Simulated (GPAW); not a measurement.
NbAl3 (I4/mmm) has these Al sites:
A. atom 2: 4 Al at 2.71 Å, 2 Al at 2.88 Å, 2 Nb at 2.88 Å, 2 Al at 2.88 Å and 2 Nb at 2.88 Å (distorted cuboctahedral, site symmetry -4m2), then 4 Al at 3.83 Å and 2 Al at 4.29 Å
B. atom 4: 4 Nb at 2.71 Å and 8 Al at 2.88 Å (distorted cuboctahedral, site symmetry 4/mmm), then 4 Al at 3.83 Å and 2 Nb at 4.29 Å

Their Al K edges were computed (GPAW, LDA, excited-electron core hole (neutral cell), 16-atom cell with 5.4 Å between holes, 4×4×4 k points, dipole transitions, Gaussian full width 0.9 eV up to 4 eV, rising linearly to 3.5 eV at 25 eV) and are given in random order.

On one photon-energy scale, from the lowest onset; each scaled to a mean of 1 over its first 20 eV.

```
E (eV)  spectrum 1  spectrum 2
  -2.0        0.00        0.00
  -1.0        0.00        0.00
   0.0        0.42        0.32
   1.0        1.68        0.68
   2.0        0.68        0.47
   3.0        0.84        0.90
   4.0        0.88        1.71
   5.0        0.81        1.53
   6.0        1.28        1.48
   7.0        1.54        1.19
   8.0        1.62        1.37
   9.0        1.29        1.09
  10.0        1.19        0.90
  11.0        0.98        0.98
  12.0        0.79        0.92
  13.0        0.68        0.91
  14.0        0.80        1.01
  15.0        1.05        0.97
  16.0        1.03        0.81
  17.0        0.85        0.78
  18.0        0.72        0.80
  19.0        0.64        0.81
  20.0        0.58        0.77
  21.0        0.55        0.68
  22.0        0.56        0.61
  23.0        0.57        0.57
  24.0        0.57        0.55
  25.0        0.55        0.55
  26.0        0.55        0.57
  27.0        0.62        0.63
  28.0        0.75        0.73
  29.0        0.88        0.82
  30.0        0.94        0.84
  31.0        0.92        0.83
```

Which spectrum belongs to which site?

Spectrum 1 is B (onset at +0.19 eV, maxima 0.8 eV (1.68), 7.5 eV (1.66) and 15.2 eV (1.08) above its own zero). Spectrum 2 is A (onset at +0.00 eV, maxima 0.7 eV (0.76), 4.0 eV (1.71), 5.5 eV (1.61) and 8.0 eV (1.37) above its own zero).

[Banner, clock and machine lines of the logs are left out without a mark of their own.]

[Logs are printed without paths, hosts, clocks, repeated set-up lines and the standing remarks that a program may print on its own settings, such as how far it seeks lower states.]

[Hosts, paths, dates, database ids (printed as entryN), source tags and the programs' standing remarks are cut or masked in the printed files.]

[Lists of maxima count a maximum above −3 eV only where it reaches 4 % of the highest in the window and stands out from its surroundings by 2 % of it (1.5 % where it reaches 55 %); shoulders and weaker maxima are passed over, and of the rest the first, up to two pre-edge ones and the few strongest are named.]
